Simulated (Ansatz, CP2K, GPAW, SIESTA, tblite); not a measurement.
# What went wrong? tblite on random packing of Pb (141 atoms)

Program: tblite 0.8.0, a calculation on a cell of 141 Pb, 31.1 Å³ an atom.

run.py reads:

```python
import numpy as np
from ase.io import read
from tblite.ase import TBLite

atoms = read("structure.xyz")
atoms.calc = TBLite(method="GFN3-xTB", electronic_temperature=580, accuracy=1.0, max_iterations=250, mixer_damping=0.4, verbosity=1)
energy = atoms.get_potential_energy()
forces = atoms.get_forces()
print(f"energy {energy:.6f} eV")
print("forces (eV/A)")
for i, (a, f) in enumerate(zip(atoms, forces)):
    print(f"{i:4d} {a.symbol:2s} {f[0]:10.5f} {f[1]:10.5f} {f[2]:10.5f}")
print("charges (e)")
print(np.array2string(atoms.get_charges(), precision=4, suppress_small=True, max_line_width=110, threshold=100000))
```

structure.xyz reads:

```xyz
141
Lattice="16.37540 0.00000 0.00000 0.00000 16.37540 0.00000 0.00000 0.00000 16.37540" Properties=species:S:1:pos:R:3 pbc="T T T"
Pb 3.47224 2.71717 11.28527
Pb 11.95093 5.41240 1.73170
Pb 1.18623 6.45797 5.34035
Pb 7.26298 4.80945 14.34321
Pb 0.76997 5.39373 12.24307
Pb 15.61951 0.33078 13.17712
Pb 2.82165 1.59939 2.22935
Pb 0.06730 6.50824 15.98812
Pb 7.32357 15.36913 10.07922
Pb 5.55093 6.20333 16.08621
[... 127 atom lines left out ...]
Pb 8.87072 3.49795 3.76241
Pb 2.32236 6.13684 8.73906
Pb 0.25087 16.27977 10.12163
Pb 1.27532 7.78372 10.82725
```

Command:

```sh
OMP_NUM_THREADS=1 python run.py > output.txt
```

Output:

```text
tblite.exceptions.TBLiteValueError: Method 'GFN3-xTB' is not available for this calculator
```

It took 1 s on 1 thread of Arm Neoverse N1, shared host; peak memory 0.24 GiB.

Banners, paths, timers and routine set-up lines are dropped from the logs unmarked, and long logs keep their key lines alone; longer cuts are marked.

Q: Find the fault and mend it.

An unknown method: method GFN3-xTB. Mend: name a method that the program has, such as GFN1-xTB or GFN2-xTB.

The program stopped at the start.

[Also dropped from logs without a mark: logging warnings of Python, and SIESTA's first energy breakdown and zero terms.]

[Logs are printed without paths, hosts, clocks, repeated set-up lines and the standing remarks that a program may print on its own settings, such as how far it seeks lower states.]

[Hosts, paths, dates, database ids (printed as entryN), source tags and the programs' standing remarks are cut or masked in the printed files.]
